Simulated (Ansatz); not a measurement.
# F on Mo(110): change of the work function, part 3 of 4

Wanted: Δφ(θ) for F/Mo(110), starting from the hollow site.

Ansatz 0.2.0; plane-wave DFT, PBE, Ansatz PAW.

So far, work function, upper face (eV): step 2 (the clean slab) 4.60; step 3 (37 atoms, coverage 0.111 ML, cell 3x3) 4.65.

## Step 4: The covered slab, k-mesh 6×6×1, coverage 0.25 ML

System of this step: Mo16F (F/Mo(110)). The cell holds 17 atoms: 16 Mo and 1 F. Cell: a = 5.456 Å, b = 5.456 Å, c = 26.182 Å, α = 90.0°, β = 90.0°, γ = 70.5°. Vacuum lies along c.

Another coverage, to see how the dipoles act on each other as their distance changes.

The input, input.yaml:

```yaml
crystal:
  lattice:
    - [4.4547727214, -3.15, 0.0]
    - [4.4547727214, 3.15, 0.0]
    - [0.0, 0.0, 26.1817312062]
  atoms:
    - { symbol: Mo, position: [0.0, 0.0, 0.3437511419] }
    - { symbol: Mo, position: [0.25, 0.25, 0.4288252092] }
    - { symbol: Mo, position: [0.0, 0.0, 0.5147484713] }
    - { symbol: Mo, position: [0.25, 0.25, 0.596719817] }
    - { symbol: Mo, position: [0.0, 0.5, 0.3437511419] }
    - { symbol: Mo, position: [0.25, 0.75, 0.4288252092] }
    - { symbol: Mo, position: [0.0, 0.5, 0.5147484713] }
    - { symbol: Mo, position: [0.25, 0.75, 0.596719817] }
    - { symbol: Mo, position: [0.5, 0.0, 0.3437511419] }
    - { symbol: Mo, position: [0.75, 0.25, 0.4288252092] }
    - { symbol: Mo, position: [0.5, 0.0, 0.5147484713] }
    - { symbol: Mo, position: [0.75, 0.25, 0.596719817] }
    - { symbol: Mo, position: [0.5, 0.5, 0.3437511419] }
    - { symbol: Mo, position: [0.75, 0.75, 0.4288252092] }
    - { symbol: Mo, position: [0.5, 0.5, 0.5147484713] }
    - { symbol: Mo, position: [0.75, 0.75, 0.596719817] }
    - { symbol: F, position: [0.42, 0.42, 0.6562488581] }
kpoints:
  mp_grid: { grid: [6, 6, 1] }
hamiltonian:
  xc: pbe
scf:
  occupations: { method: fermi_dirac, width: 0.1 }
  convergence: { dr2_threshold: 1.0e-08 }
efield:
  axis: 3
  dipole_correction: true
  ramp_position: 0.97
  ramp_width: 0.06
relax:
  f_tol: 0.02
  max_steps: 60
  constraints: [{ sites: [0, 1, 4, 5, 8, 9, 12, 13] }]
output:
  dos: { projected: true, e_range: [-8, 4] }
  write_potential: true
  write_density: true
  volumetric_format: npy
  elf: true
```

Launch:

```
> ansatz run input.yaml --threads 4 --pin off --max-ram 16384MiB --backend cpu --events-out ev --progress --plain --runs-dir out
```

Standard output:

```text
[...]
Crystal: 17 atoms, lattice volume = 734.792 Å³
Basis set: ecut = 420 eV, 14327 PW (Γ), exchange–correlation on 80×80×360 points (8 copies of the dense FFT grid, shifted against one another)
Bands: 139, of which v1, the nominal top of the filled ones, is band 116 counted from 1 (115 counted from 0)
Symmetry: 2 space group operations
[...]
k-points: 13 of 36 (time reversal used)
[...]
SCF iter   1: F=—  HF=-80096.041703 eV  |F-HF|=—  |Δ(HF+E_count)|=         —  Δρ=4.00e-3  dr2=1.16e0  ethr=1.77e-3  p=0.014 e·Å  D=3.45e-3 V/Å  ΔV_dip=-0.09 eV  dr2_dipole=2.91e-1  V_vac-E_F(+/−)=4.71/4.80 eV  ⟨swp⟩=9.3  Hψ=9120  notcnv=0
[...]
SCF iter  10: F=-80096.022985 eV  HF=-80096.022985 eV  |F-HF|=1.35e-8  |Δ(HF+E_count)|=   4.72e-8  Δρ=4.24e-7  dr2=2.25e-9  ethr=4.33e-12  p=-0.006 e·Å  D=-1.43e-3 V/Å  ΔV_dip=0.04 eV  dr2_dipole=1.59e-10  V_vac-E_F(+/−)=4.71/4.67 eV  ⟨swp⟩=10.6  Hψ=12796  notcnv=0
SCF 1 converged in 10 iterations: F = -80096.022985 eV  dr2 = 2.25e-9
[...]
relax step   1: F+E_penalty+E_count = -80096.02298472 eV  Δ(F+E_penalty+E_count) = +0.000e0 eV  max|allowed force component| = 6.317e-1 eV/Å  Δτ_max = 0.0000 Å  (10 SCF iters, accepted)
[...]
SCF iter  10: F=-80096.054934 eV  HF=-80096.054934 eV  |F-HF|=1.58e-8  |Δ(HF+E_count)|=   1.33e-8  Δρ=6.32e-7  dr2=3.95e-9  ethr=4.33e-12  p=-0.016 e·Å  D=-3.86e-3 V/Å  ΔV_dip=0.10 eV  dr2_dipole=7.45e-12  V_vac-E_F(+/−)=4.76/4.66 eV  ⟨swp⟩=11.6  Hψ=13510  notcnv=0
SCF 2 converged in 10 iterations: F = -80096.054934 eV  dr2 = 3.95e-9
relax step   2: F+E_penalty+E_count = -80096.05493421 eV  Δ(F+E_penalty+E_count) = -3.195e-2 eV  max|allowed force component| = 6.816e-1 eV/Å  Δτ_max = 0.1920 Å  (10 SCF iters, accepted)
SCF iter   1: F=—  HF=-80096.168983 eV  |F-HF|=—  |Δ(HF+E_count)|=         —  Δρ=4.33e-3  dr2=1.59e-1  ethr=5.08e-4  p=-0.016 e·Å  D=-3.86e-3 V/Å  ΔV_dip=0.10 eV  dr2_dipole=2.84e-2  V_vac-E_F(+/−)=4.75/4.65 eV  ⟨swp⟩=4.8  Hψ=3592  notcnv=0
[...]
SCF iter   9: F=-80096.149396 eV  HF=-80096.149396 eV  |F-HF|=1.63e-8  |Δ(HF+E_count)|=   8.97e-8  Δρ=6.09e-7  dr2=8.44e-9  ethr=4.33e-12  p=-0.006 e·Å  D=-1.38e-3 V/Å  ΔV_dip=0.04 eV  dr2_dipole=2.12e-10  V_vac-E_F(+/−)=4.70/4.67 eV  ⟨swp⟩=9.3  Hψ=14713  notcnv=0
SCF 3 converged in 9 iterations: F = -80096.149396 eV  dr2 = 8.44e-9
relax step   3: F+E_penalty+E_count = -80096.14939627 eV  Δ(F+E_penalty+E_count) = -9.446e-2 eV  max|allowed force component| = 2.352e-1 eV/Å  Δτ_max = 0.0797 Å  (9 SCF iters, accepted)
[...]
relax step   4: F+E_penalty+E_count = -80096.15645972 eV  Δ(F+E_penalty+E_count) = -7.063e-3 eV  max|allowed force component| = 4.942e-2 eV/Å  Δτ_max = 0.0266 Å  (8 SCF iters, accepted)
[...]
relax step   5: F+E_penalty+E_count = -80096.15717238 eV  Δ(F+E_penalty+E_count) = -7.127e-4 eV  max|allowed force component| = 3.140e-2 eV/Å  Δτ_max = 0.0057 Å  (7 SCF iters, accepted)
SCF iter   1: F=—  HF=-80096.157130 eV  |F-HF|=—  |Δ(HF+E_count)|=         —  Δρ=2.63e-4  dr2=1.78e-3  ethr=3.89e-6  p=0.000 e·Å  D=1.18e-4 V/Å  ΔV_dip=-0.00 eV  dr2_dipole=3.62e-4  V_vac-E_F(+/−)=4.66/4.67 eV  ⟨swp⟩=2.0  Hψ=2872  notcnv=0
[...]
SCF iter   7: F=-80096.157333 eV  HF=-80096.157333 eV  |F-HF|=1.18e-8  |Δ(HF+E_count)|=   3.29e-8  Δρ=3.88e-7  dr2=1.48e-9  ethr=4.33e-12  p=0.000 e·Å  D=7.62e-5 V/Å  ΔV_dip=-0.00 eV  dr2_dipole=3.98e-11  V_vac-E_F(+/−)=4.66/4.67 eV  ⟨swp⟩=10.9  Hψ=13091  notcnv=0
SCF 6 converged in 7 iterations: F = -80096.157333 eV  dr2 = 1.48e-9
relax step   6: F+E_penalty+E_count = -80096.15733260 eV  Δ(F+E_penalty+E_count) = -1.602e-4 eV  max|allowed force component| = 1.216e-2 eV/Å  Δτ_max = 0.0036 Å  (7 SCF iters, accepted)
[...]
SCF converged after 7 iterations
Free energy (F): -80096.157333 eV
[...]
Internal energy: -80095.687254 eV  (E = F + TS)
E sigma→0 (E₀):  -80095.922293 eV
Entropy (-TS):   -0.470079 eV (-27.652 meV/atom)
Fermi energy:    4.324061 eV
Dipole field:    D = 0.000081 V/Å  (p = 0.000327 e·Å, saw-weighted, corrected)
Work function:   Φ+ = 4.6648 eV   Φ− = 4.6669 eV
[...]
--- Forces (eV/Å), atoms counted from 1 ---
  atom   1  Mo     0.00658356     0.00000000     0.50666322
  atom   2  Mo     0.08039498     0.00000000    -0.56130203
  atom   3  Mo    -0.00355189     0.00000000     0.00654286
  atom   4  Mo    -0.00381932     0.00000000    -0.00565823
  atom   5  Mo     0.00592537    -0.02215451     0.54198550
  atom   6  Mo    -0.01527534     0.00322666    -0.44995066
  atom   7  Mo     0.00747812     0.00228466    -0.00187556
  atom   8  Mo     0.00553290    -0.00001926    -0.00789726
  atom   9  Mo     0.00592537     0.02215451     0.54198550
  atom  10  Mo    -0.01527534    -0.00322666    -0.44995066
  atom  11  Mo     0.00747812    -0.00228466    -0.00187556
  atom  12  Mo     0.00553290     0.00001926    -0.00789726
  atom  13  Mo    -0.01758552     0.00000000     0.43314503
  atom  14  Mo    -0.04965108     0.00000000    -0.54651954
  atom  15  Mo    -0.00692980     0.00000000    -0.00095134
  atom  16  Mo    -0.01216005     0.00000000    -0.00603510
  atom  17  F     -0.00059310     0.00000000     0.00960389
  max |Σ_I F_I| component: 1.28e-5 eV/Å
--- Band table (eV; the first three rows and the last of 13) ---
  k-point 0: bands = [... 112 lower, 4.8905, 5.0553, 5.2255, 5.2696, 5.3679, 5.4737, 5.4764, 5.4991, ... 19 higher]
  k-point 1: bands = [... 112 lower, 4.7282, 4.7887, 4.9642, 4.9966, 5.0548, 5.2315, 5.3134, 5.3570, ... 19 higher]
  k-point 2: bands = [... 112 lower, 3.9542, 4.0242, 4.2484, 4.3364, 4.5857, 4.7857, 4.8936, 5.0731, ... 19 higher]
  k-point 12: bands = [... 112 lower, 3.5789, 3.6126, 3.6296, 3.6902, 3.7508, 3.7708, 3.8800, 4.1574, ... 19 higher]
--- Relaxed structure (6 steps of the walk, 6 accepted, 0 SCFs on fresh bases) ---
  F+E_penalty+E_count = -80096.15733260 eV   max|allowed force component| = 1.216e-2 eV/Å
  atoms:
    - { symbol: Mo, position: [0.0, 0.0, 0.343751] }
    - { symbol: Mo, position: [0.25, 0.25, 0.4288252092] }
    - { symbol: Mo, position: [0.00226362, 0.00226362, 0.513805] }
    - { symbol: Mo, position: [0.236154, 0.236154, 0.598554] }
    - { symbol: Mo, position: [0.0, 0.5, 0.343751] }
    - { symbol: Mo, position: [0.25, 0.75, 0.4288252092] }
    - { symbol: Mo, position: [0.00246854, 0.500250, 0.515155] }
    - { symbol: Mo, position: [0.258967, 0.758747, 0.598511] }
    - { symbol: Mo, position: [0.5, 0.0, 0.343751] }
    - { symbol: Mo, position: [0.75, 0.25, 0.4288252092] }
    - { symbol: Mo, position: [0.500250, 0.00246854, 0.515155] }
    - { symbol: Mo, position: [0.758747, 0.258967, 0.598511] }
    - { symbol: Mo, position: [0.5, 0.5, 0.343751] }
    - { symbol: Mo, position: [0.75, 0.75, 0.4288252092] }
    - { symbol: Mo, position: [0.499477, 0.499477, 0.515094] }
    - { symbol: Mo, position: [0.759506, 0.759506, 0.594723] }
    - { symbol: F, position: [0.409341, 0.409341, 0.654941] }
```

The job ended after 4.2 min (4 threads of Arm Neoverse V1, shared host; peak memory 2.8 GiB; 16 min of CPU time).

The steps of the relaxation:

| step | energy less that of the first step (eV) | largest force component (eV/Å) |
| --- | --- | --- |
| 1 | 0.0000 | 0.6317 |
| 2 | -0.0319 | 0.6816 |
| 3 | -0.1264 | 0.2352 |
| 4 | -0.1335 | 0.0494 |
| 5 | -0.1342 | 0.0314 |
| 6 | -0.1343 | 0.0122 |

Forces are held to the 2 operations that the program found; a distortion that breaks them can't arise in this run.

The atoms that moved most (Å):

| atom | dx | dy | dz | length |
| --- | --- | --- | --- | --- |
| Mo4 | -0.123 | 0.000 | 0.048 | 0.132 |
| F17 | -0.095 | 0.000 | -0.034 | 0.101 |
| Mo16 | 0.085 | 0.000 | -0.052 | 0.100 |
| Mo12 | 0.079 | 0.001 | 0.047 | 0.092 |
| Mo8 | 0.079 | -0.001 | 0.047 | 0.092 |
| Mo3 | 0.020 | 0.000 | -0.025 | 0.032 |
| Mo11 | 0.012 | 0.007 | 0.011 | 0.018 |
| Mo7 | 0.012 | -0.007 | 0.011 | 0.018 |

The relaxed structure:

```xyz
17
Lattice="4.4548 -3.1500 0.0000 4.4548 3.1500 0.0000 0.0000 0.0000 26.1817" Properties=species:S:1:pos:R:3
Mo    0.0000    0.0000    9.0000
Mo    2.2274    0.0000   11.2274
Mo    0.0202    0.0000   13.4523
Mo    2.1040    0.0000   15.6712
Mo    2.2274    1.5750    9.0000
Mo    4.4548    1.5750   11.2274
Mo    2.2395    1.5680   13.4877
Mo    4.5337    1.5743   15.6701
Mo    2.2274   -1.5750    9.0000
Mo    4.4548   -1.5750   11.2274
Mo    2.2395   -1.5680   13.4877
Mo    4.5337   -1.5743   15.6701
Mo    4.4548    0.0000    9.0000
Mo    6.6822    0.0000   11.2274
Mo    4.4501    0.0000   13.4861
Mo    6.7669    0.0000   15.5709
F     3.6470    0.0000   17.1475
```

Read from the output:

- energy at zero smearing: -80095.9223 eV
- work function, upper face: 4.665 eV
- dipole along the normal: 3.27e-4 e·Å

The density of states has structure finer than the step of the table below, so its rows give means over 0.25 eV. Peaks (eV: height): -6.710: 59.0, -3.850: 29.6, -2.950: 29.7, -2.710: 29.7, -2.050: 26.2, -1.440: 29.6, 1.110: 26.4.

Table of density of states by energy, zero at the Fermi level; means over each step:

| energy (eV) | density of states (states/eV a cell) |
| --- | --- |
| -7.50 | 0 |
| -7.25 | 0.0703 |
| -7.00 | 6.47 |
| -6.75 | 15.3 |
| -6.50 | 0.988 |
| -6.25 | 0.933 |
| -6.00 | 1.06 |
| -5.75 | 1.12 |
| -5.50 | 1.59 |
| -5.25 | 2.68 |
| -5.00 | 6.96 |
| -4.75 | 14.8 |
| -4.50 | 17.8 |
| -4.25 | 16.8 |
| -4.00 | 18.0 |
| -3.75 | 24.5 |
| -3.50 | 20.0 |
| -3.25 | 21.3 |
| -3.00 | 23.3 |
| -2.75 | 23.4 |
| -2.50 | 19.1 |
| -2.25 | 21.2 |
| -2.00 | 19.6 |
| -1.75 | 24.7 |
| -1.50 | 23.5 |
| -1.25 | 17.5 |
| -1.00 | 15.0 |
| -0.75 | 12.1 |
| -0.50 | 13.3 |
| -0.25 | 11.6 |
| 0.00 | 14.9 |
| 0.25 | 16.1 |
| 0.50 | 19.9 |
| 0.75 | 20.5 |
| 1.00 | 23.8 |
| 1.25 | 24.1 |

Projected DOS per atom over height of the atomic layer and energy from the Fermi level. Layers: Mo4 Mo4 Mo4 Mo4 F from below.

Values in states/eV, 22 rows by 5 columns, each cell a mean:
```
1.4 1.6 1.4 1.4 0.1
1.4 1.3 1.3 1.3 0.1
1.4 0.9 0.9 1.2 0.1
1.1 0.6 0.6 1.1 0.1
1.2 0.5 0.5 0.9 0.1
1.1 0.5 0.5 1.1 0.1
1.7 0.8 0.8 1.3 0.1
1.7 1.2 1.2 1.6 0.1
1.4 1.2 1.1 1.3 0.1
1.5 1.4 1.2 1.3 0.1
1.1 1.7 1.8 1.1 0.1
1.1 1.3 1.3 1.1 0.2
1.2 1.4 1.3 1.2 0.2
0.6 1.5 1.5 0.7 0.1
0.4 1.2 1.3 0.4 0.1
0.1 0.3 0.3 0.1 0.0
0.0 0.1 0.1 0.0 0.0
0.0 0.1 0.1 0.0 0.0
0.0 0.1 0.1 0.2 4.4
0.0 0.0 0.0 0.4 7.0
0.0 0.0 0.0 0.0 0.0
0.0 0.0 0.0 0.0 0.0
```
Columns: height of the atomic layer (Å) from 9 to 17.1 (not evenly spaced); rows upwards: energy from the Fermi level (eV) from -7.96 to 1.45.

Valence density in the ca plane at fractional y = 0.000, with atoms of Mo within 0.2 Å of it. It is the smooth field of the valence electrons, not physical close to the nuclei.

Ten steps, logarithmic in the rise over the least value, from '0' (0.0 e/Å³) to '9' (6.5 e/Å³), each cell a mean:
```
89985333333589996433332110000000000000000000
68864333333468874333332110000000000000000000
45543333333345543333432110000000000000000000
34433334433334433334432110000000000000000000
45543333333345544334432110000000000000000000
78864333333468875333332100000000000000000000
89985333333589996433332100000000000000000000
99986433333589997433332110000000000000000000
89975333333479985433332110000000000000000000
57654333333356764334433210000000000000000000
34433334433334443344443210000000000000000000
34433333433334443344443210000000000000000000
57754333333357764334433210000000000000000000
89975333333479985433332210000000000000000000
99986433333589996433332110000000000000000000
```
Columns run along c (16.0 Å, from fractional 0.32 to 0.93 of the cell), rows up along a (5.5 Å). Atoms in or near the plane, at fractional coordinates: Mo at (0.34, 0.00), Mo at (0.51, 0.00), Mo at (0.34, 0.50), Mo at (0.52, 0.50).

ELF in the ca plane at fractional y = 0.000, with atoms of Mo within 0.2 Å of it. It is the smooth field of the valence electrons, not physical close to the nuclei.

Values, 8 rows by 16 columns, each cell a mean:
```
0.64 0.43 0.36 0.36 0.46 0.59 0.32 0.35 0.43 0.20 0.03 0.00 0.00 0.00 0.00 0.00
0.34 0.33 0.33 0.37 0.33 0.30 0.36 0.35 0.41 0.15 0.02 0.00 0.00 0.00 0.00 0.00
0.42 0.32 0.33 0.36 0.32 0.38 0.33 0.31 0.33 0.08 0.01 0.00 0.00 0.00 0.00 0.00
0.62 0.47 0.38 0.37 0.51 0.60 0.33 0.34 0.33 0.07 0.00 0.00 0.00 0.00 0.00 0.00
0.64 0.43 0.36 0.35 0.45 0.60 0.32 0.34 0.42 0.13 0.01 0.00 0.00 0.00 0.00 0.00
0.34 0.33 0.33 0.36 0.33 0.32 0.41 0.35 0.43 0.20 0.02 0.00 0.00 0.00 0.00 0.00
0.42 0.32 0.33 0.36 0.33 0.38 0.40 0.36 0.41 0.22 0.03 0.00 0.00 0.00 0.00 0.00
0.62 0.47 0.38 0.37 0.52 0.59 0.34 0.36 0.42 0.22 0.03 0.00 0.00 0.00 0.00 0.00
```
Columns run along c (16.0 Å, from fractional 0.32 to 0.93 of the cell), rows up along a (5.5 Å). Atoms in or near the plane, at fractional coordinates: Mo at (0.34, 0.00), Mo at (0.51, 0.00), Mo at (0.34, 0.50), Mo at (0.52, 0.50).

Electrostatic potential energy in the ca plane at fractional y = 0.000, with atoms of Mo within 0.2 Å of it. With pseudopotentials it is smooth inside the atoms' cores, unlike the true potential.

Ten even steps from '0' (-69 eV) to '9' (9 eV), each cell a mean:
```
20027999999730016899999999999999999999999999
53358999999863358999999999999999999999999999
87789999999987789999999999999999999999999999
98899998899998899998899999999999999999999999
87789999999987788998899999999999999999999999
53358999999863247999999999999999999999999999
20027999999730015899999999999999999999999999
10016999999730005899999999999999999999999999
31147999999851026899999999999999999999999999
75578999999976568999899999999999999999999999
88899998899998889998889999999999999999999999
88899998899998889998889999999999999999999999
75578999999875568999899999999999999999999999
30147999999841026999999999999999999999999999
10016999999720005899999999999999999999999999
```
Columns run along c (16.0 Å, from fractional 0.32 to 0.93 of the cell; values clipped at the 3rd and 97th percentile), rows up along a (5.5 Å). Atoms in or near the plane, at fractional coordinates: Mo at (0.34, 0.00), Mo at (0.51, 0.00), Mo at (0.34, 0.50), Mo at (0.52, 0.50).

The relaxation took 6 steps and lowered the energy by 0.13 eV; the largest force on the free atoms ends at 0.012 eV/Å.

The covered face has 4.66 eV, +0.07 eV against the clean one; the bare back face has moved by -0.03 eV, a measure of how thin the slab is.

## Step 5: The covered slab, k-mesh 6×6×1, coverage 0.5 ML

System of this step: Mo8F (F/Mo(110)). The cell holds 18 atoms: 16 Mo and 2 F. Its edges and angles: a = 5.456 Å, b = 5.456 Å, c = 26.182 Å, α = 90.0°, β = 90.0°, γ = 70.5°. Vacuum lies along c.

Another coverage, to see how the dipoles act on each other as their distance changes.

Changes to input.yaml since step 4:

```diff
@@ -23,2 +23,3 @@
     - { symbol: F, position: [0.42, 0.42, 0.6562488581] }
+    - { symbol: F, position: [0.92, 0.42, 0.6562488581] }
 kpoints:
```

Standard output:

```text
[...]
Crystal: 18 atoms, lattice volume = 734.792 Å³
Basis set: ecut = 420 eV, 14327 PW (Γ), exchange–correlation on 80×80×360 points (8 copies of the dense FFT grid, shifted against one another)
Bands: 143, of which v1, the nominal top of the filled ones, is band 119 counted from 1 (118 counted from 0)
Symmetry: 2 space group operations
[...]
- { symbol: Mo, position: [0.264502, 0.770539, 0.596787] }
[...]
- { symbol: Mo, position: [0.5, 0.5, 0.343751] }
    - { symbol: Mo, position: [0.75, 0.75, 0.4288252092] }
    - { symbol: Mo, position: [0.501552, 0.498205, 0.515643] }
    - { symbol: Mo, position: [0.764502, 0.770539, 0.596787] }
    - { symbol: F, position: [0.408217, 0.430858, 0.654577] }
    - { symbol: F, position: [0.908217, 0.430858, 0.654577] }
[key lines of the parts left out:]
SCF converged after 6 iterations
Free energy (F): -80905.579517 eV
Fermi energy:    4.407269 eV
Dipole field:    D = -0.007190 V/Å  (p = -0.029198 e·Å, saw-weighted, corrected)
Work function:   Φ+ = 4.8300 eV   Φ− = 4.6417 eV
```

Run time: 6.6 min. Hardware: 4 threads; peak memory 3.4 GiB; 26 min of CPU time.

This run has no spin polarisation, although Mo can carry a moment.

The steps of the relaxation:

| step | energy less that of the first step (eV) | largest force component (eV/Å) |
| --- | --- | --- |
| 1 | 0.0000 | 0.7341 |
| 2 | -0.1116 | 0.5297 |
| 3 | -0.2144 | 0.0996 |
| 4 | -0.2203 | 0.1041 |
| 5 | -0.2245 | 0.0314 |
| 6 | -0.2247 | 0.0065 |

The run keeps the 2 symmetry operations that the program found, so distortions that break them were not tested.

The atoms that moved most (Å):

| atom | dx | dy | dz | length |
| --- | --- | --- | --- | --- |
| Mo8 | 0.156 | 0.019 | 0.002 | 0.157 |
| Mo16 | 0.156 | 0.019 | 0.002 | 0.157 |
| Mo12 | -0.061 | 0.008 | 0.069 | 0.092 |
| Mo4 | -0.061 | 0.008 | 0.069 | 0.092 |
| F17 | -0.004 | 0.071 | -0.044 | 0.084 |
| F18 | -0.004 | 0.071 | -0.044 | 0.084 |
| Mo3 | 0.021 | -0.007 | -0.024 | 0.033 |
| Mo11 | 0.021 | -0.007 | -0.024 | 0.033 |

The relaxed structure:

```
Mo F
1.0
     4.45477   -3.15000    0.00000
     4.45477    3.15000    0.00000
     0.00000    0.00000   26.18173
Mo F
16 2
Direct
  0.00000 0.00000 0.34375
  0.25000 0.25000 0.42883
  0.00347 0.00133 0.51383
  0.24192 0.24440 0.59935
  0.00000 0.50000 0.34375
  0.25000 0.75000 0.42883
  0.00155 0.49821 0.51564
  0.26450 0.77054 0.59679
  0.50000 0.00000 0.34375
  0.75000 0.25000 0.42883
  0.50347 0.00133 0.51383
  0.74192 0.24440 0.59935
  0.50000 0.50000 0.34375
  0.75000 0.75000 0.42883
  0.50155 0.49821 0.51564
  0.76450 0.77054 0.59679
  0.40822 0.43086 0.65458
  0.90822 0.43086 0.65458
```

[end of part 3 of 4]

[Long decimals in the printed logs are rounded to 6 places.]

[Logs are printed without paths, hosts, clocks, repeated set-up lines and the standing remarks that a program may print on its own settings, such as how far it seeks lower states.]

[Hosts, paths, dates, database ids (printed as entryN), source tags and the programs' standing remarks are cut or masked in the printed files.]

[Maps of the electrostatic potential energy from Ansatz leave out the sawtooth potential of an applied field or a dipole correction, so their vacuum need not be flat; planar profiles and work functions include it.]

[The density of states shown here was stored with 400 of the rows of the run's finer table, so its peaks can read low, often by over a quarter, or be missed, and its means over a window can be off by a tenth or more.]
